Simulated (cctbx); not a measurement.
**Lattice, Laue class and space group of a new crystal**

Cell: a = 5.2840 Å, b = 5.2840 Å, c = 8.3480 Å, α = 90.00°, β = 90.00°, γ = 120.00°. Expected content of the cell: Bi1 Cu14 Li1.

Simulated single-crystal data (cctbx): synchrotron X-rays, λ = 0.6889 Å, to d = 0.65 Å, 95 % of the full sphere, strongest reflection 5000 counts, noise from counting, a 4 % proportional error and a noise floor of 2 counts (s.d.); no absorption.

A first pass over the reflections prints:

```text
2882 reflections to d = 0.651 A
centring   violations  <I/sigma> of those
    A        877 of  1426      4.9
    B        889 of  1420      4.9
    C        902 of  1466      4.8
    I        897 of  1420      4.9
    R       1323 of  1935      6.0
    F       1334 of  2156      4.8
Laue class    unique    Rint  (classes that these axes allow; Friedel mates merged)
P -1             1532   0.066
P 1 1 2/m         819   0.072
P -3              519   0.075
P -3 1 m          304   0.078
P -3 m 1          332   0.077
P 6/m             281   0.078
P 6/m m m         199   0.079
space group    extra absences  I>4sigma  <I/sigma>
P 6 2 2                 0          0         -  acentric
P 6 m m                 0          0         -  acentric
P -6 m 2                0          0         -  acentric
P -6 2 m                0          0         -  acentric
P 6/m m m               0          0         -  centric
Wilson B = 1.07 A^2   <|E^2-1|> = 0.887 (0.968 centric, 0.736 acentric)   E^2>4: 4.5 %
shell (A)         n   <I/sigma>
 8.35 - 1.30     36     23.9
 1.30 - 1.03     26     27.3
 1.03 - 0.90     22     18.2
 0.90 - 0.82     26     20.1
 0.82 - 0.76     21     23.1
 0.76 - 0.72     25     16.6
 0.72 - 0.68     19     14.8
 0.68 - 0.65     24     16.4
```

**Question.** What are the lattice type, the Laue class and the likely space group?

Every centring test has many violations, so the lattice is primitive.

Rint stays low (0.066 to 0.079) up to P 6/m m m, the highest class in these axes.

5 settings pass the absence test. No glide or screw absences show, which leaves P 6 2 2, P 6 m m, P -6 m 2, P -6 2 m and P 6/m m m.

⟨|E²−1|⟩ = 0.887 leans to a centrosymmetric structure. Here that hint misleads: the statistic assumes many like atoms on general positions, and few, heavy or special-position atoms break it. The Wilson B of 1.07 Å² means U ≈ 0.0136 Å².

The true group is P-6m2 (no. 187), Laue class 6/mmm, non-centrosymmetric. The tables only narrow the choice to the tied entries; cell content, site symmetry and trial solutions must settle it.

The model is made up (kin elements in a known structure type, no relaxation), so it says nothing on whether the phase exists.

[Logs are printed without paths, hosts, clocks, repeated set-up lines and the standing remarks that a program may print on its own settings, such as how far it seeks lower states.]
